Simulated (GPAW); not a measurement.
**Fe3 Cr1 Fe3 001: parallel, opposed and spinless runs**

Does Fe3 Cr1 Fe3 001 prefer parallel or opposed moments, or none?

Program: GPAW 26.7.0. Level of theory: PBE; plane waves with GPAW's PAW setups, scalar-relativistic. Results are calculated unless marked as measured.

Report form: the programs' logs are mostly left out.

## 1. The starting structure

The cell holds 7 atoms: 6 Fe and 1 Cr. Cell: a = 2.884 Å, b = 2.884 Å, c = 20.536 Å, α = 90.0°, β = 90.0°, γ = 90.0°. ideal sites on the substrate's mesh, layer spacings from atomic volumes, unrelaxed, 12 A of vacuum. Vacuum lies along c.

## 2. Start 1: ferro ++++++

The parallel start comes first: it fits the smallest cell, keeps the most symmetry and shows whether parallel moments form.

Input file order1.py:

```python
import json
import numpy as np
from ase import Atoms
from ase.parallel import paropen, parprint
from gpaw import GPAW

atoms = Atoms(['Fe', 'Fe', 'Fe', 'Cr', 'Fe', 'Fe', 'Fe'],
    cell=[[2.884, 0.0, 0.0],
         [0.0, 2.884, 0.0],
         [0.0, 0.0, 20.5363]],
    scaled_positions=[[0.0, 0.0, 0.292166],
         [0.5, 0.5, 0.361249],
         [0.0, 0.0, 0.430332],
         [0.5, 0.5, 0.5],
         [0.0, 0.0, 0.569668],
         [0.5, 0.5, 0.638751],
         [0.0, 0.0, 0.707834]],
    pbc=True,
    magmoms=[2.6, 2.6, 2.6, 0.0, 2.6, 2.6, 2.6])
atoms.calc = GPAW(mode={'name': 'pw', 'ecut': 450},
    xc='PBE',
    kpts={'size': (20, 20, 1), 'gamma': True},
    occupations={'name': 'fermi-dirac', 'width': 0.05},
    convergence={'density': 1e-05, 'energy': 1e-05},
    maxiter=250,
    mixer={'name': 'pulay', 'beta': 0.03, 'nmaxold': 8, 'weight': 100},
    symmetry={'tolerance': 1e-4},
    txt='order1.txt')
e = atoms.get_potential_energy(force_consistent=True)
res = {'free_energy': e, 'energy_sigma0': atoms.get_potential_energy(), 'fermi_energy': atoms.calc.get_fermi_level()}
res['moments'] = atoms.get_magnetic_moments().tolist()
res['total'] = atoms.get_magnetic_moment()
parprint('site moments (muB):', np.round(res['moments'], 3))
parprint(f"total moment: {res['total']:.3f} muB")
parprint(f'free energy: {e:.6f} eV')
atoms.calc.write('order1.gpw')
with paropen('results.json', 'w') as f:
    json.dump(res, f)
```

The run is started by

```sh
> OMP_NUM_THREADS=1 mpirun -n 8 gpaw python order1.py > order1.log
```

Run time: 9.9 min. Hardware: 8 MPI ranks of Intel Xeon at 2.50GHz (Skylake/Cascade Lake), shared host; peak memory 2.1 GiB; 79 min of CPU time.

Spin moment in the augmentation sphere by atom:

| atom | spin moment in the augmentation sphere (μB) |
| --- | --- |
| Fe1 | 2.94 |
| Fe2 | 2.43 |
| Fe3 | 2.28 |
| Cr4 | -0.88 |
| Fe5 | 2.28 |
| Fe6 | 2.43 |
| Fe7 | 2.94 |

Numbers from this step:

```yaml
magnetization: 14.61 μB
final_state: ferrimagnetic
```

After 78 cycles the largest moment stands at 2.94 μB.

## 3. Order 2, typed as antiferro +++---

Reversing part of the moments tests the sign of the couplings between them.

order2.py is the script of step 2 with these lines changed:

```diff
@@ -18,3 +18,3 @@
     pbc=True,
-    magmoms=[2.6, 2.6, 2.6, 0.0, 2.6, 2.6, 2.6])
+    magmoms=[2.6, 2.6, 2.6, 0.0, -2.6, -2.6, -2.6])
 atoms.calc = GPAW(mode={'name': 'pw', 'ecut': 450},
@@ -27,3 +27,3 @@
     symmetry={'tolerance': 1e-4},
-    txt='order1.txt')
+    txt='order2.txt')
 e = atoms.get_potential_energy(force_consistent=True)
@@ -35,3 +35,3 @@
 parprint(f'free energy: {e:.6f} eV')
-atoms.calc.write('order1.gpw')
+atoms.calc.write('order2.gpw')
 with paropen('results.json', 'w') as f:
```

The run is started by

```sh
> OMP_NUM_THREADS=1 mpirun -n 8 gpaw python order2.py > order2.log
```

Wall time 6.6 min (8 MPI ranks); peak memory 2 GiB.

Spin moment in the augmentation sphere by atom:

| atom | spin moment in the augmentation sphere (μB) |
| --- | --- |
| Fe1 | 2.92 |
| Fe2 | 2.43 |
| Fe3 | 2.06 |
| Cr4 | 0.00 |
| Fe5 | -2.06 |
| Fe6 | -2.43 |
| Fe7 | -2.92 |

Numbers from this step:

- magnetization: 0 μB
- final state: antiferromagnetic

It lies 23.5 meV a seeded atom over the first start, and its largest moment is 2.92 μB against 2.94 μB.

## 4. Order 3, typed as no spin polarisation

This run holds no moments, which gives a state to set the others against.

nospin.py is the script of step 3 with these lines changed:

```diff
@@ -17,4 +17,3 @@
          [0.0, 0.0, 0.707834]],
-    pbc=True,
-    magmoms=[2.6, 2.6, 2.6, 0.0, -2.6, -2.6, -2.6])
+    pbc=True)
 atoms.calc = GPAW(mode={'name': 'pw', 'ecut': 450},
@@ -27,11 +26,7 @@
     symmetry={'tolerance': 1e-4},
-    txt='order2.txt')
+    txt='nospin.txt')
 e = atoms.get_potential_energy(force_consistent=True)
 res = {'free_energy': e, 'energy_sigma0': atoms.get_potential_energy(), 'fermi_energy': atoms.calc.get_fermi_level()}
-res['moments'] = atoms.get_magnetic_moments().tolist()
-res['total'] = atoms.get_magnetic_moment()
-parprint('site moments (muB):', np.round(res['moments'], 3))
-parprint(f"total moment: {res['total']:.3f} muB")
 parprint(f'free energy: {e:.6f} eV')
-atoms.calc.write('order2.gpw')
+atoms.calc.write('nospin.gpw')
 with paropen('results.json', 'w') as f:
```

The run is started by

```sh
> OMP_NUM_THREADS=1 mpirun -n 8 gpaw python nospin.py > nospin.log
```

Wall time 2.5 min (8 MPI ranks); peak memory 1.8 GiB; 20 min of CPU time.

Numbers from this step:

```yaml
final_state: non-magnetic (no spin polarisation)
```

It lies 634 meV a seeded atom over the first start.

## 5. Ranking

These are free energies at a smearing of 0.05 eV, so its entropy term is in the differences. They are divided by the number of seeded atoms, so that cells of unlike size compare.

Orders:

| start | final state | typed order kept | energy over the lowest (meV a seeded atom) | largest site moment (μB) | net moment (μB a primitive cell) | mesh matched | CPU time (s) |
| --- | --- | --- | --- | --- | --- | --- | --- |
| ferro ++++++ | ferrimagnetic | yes | 0 | 2.939 | 14.61 | yes | 4753 |
| antiferro +++--- | antiferromagnetic | yes | 23.51 | 2.922 | 0 | yes | 3138 |
| no spin polarisation | non-magnetic | - | 634.4 | 0 | 0 | yes | 1208 |

## 6. Summary of results

| Quantity | Value |
| --- | --- |
| lowest state found | ferrimagnetic (typed ferro ++++++) |
| largest site moment | 2.94 μB |
| next state | antiferromagnetic, 23.5 meV a seeded atom higher |
| energy gained by spin polarisation | 634 meV a seeded atom |

What this shows: The lowest state found is ferrimagnetic, reached from the start ferro ++++++, with moments up to 2.94 μB. The next state costs 24 meV a seeded atom. Only 3 starts are shown; other collinear patterns, canted and longer-period orders are not.

[Logs and program files are shortened in this print: banners, set-up blocks, solver, clock and traceback lines can be left out without a mark of their own.]

[Logs are printed without paths, hosts, clocks, repeated set-up lines and the standing remarks that a program may print on its own settings, such as how far it seeks lower states.]

[Hosts, paths, dates, database ids (printed as entryN), source tags and the programs' standing remarks are cut or masked in the printed files.]

[Where a cell is said to come from a database of computed structures, the database is the Materials Project.]
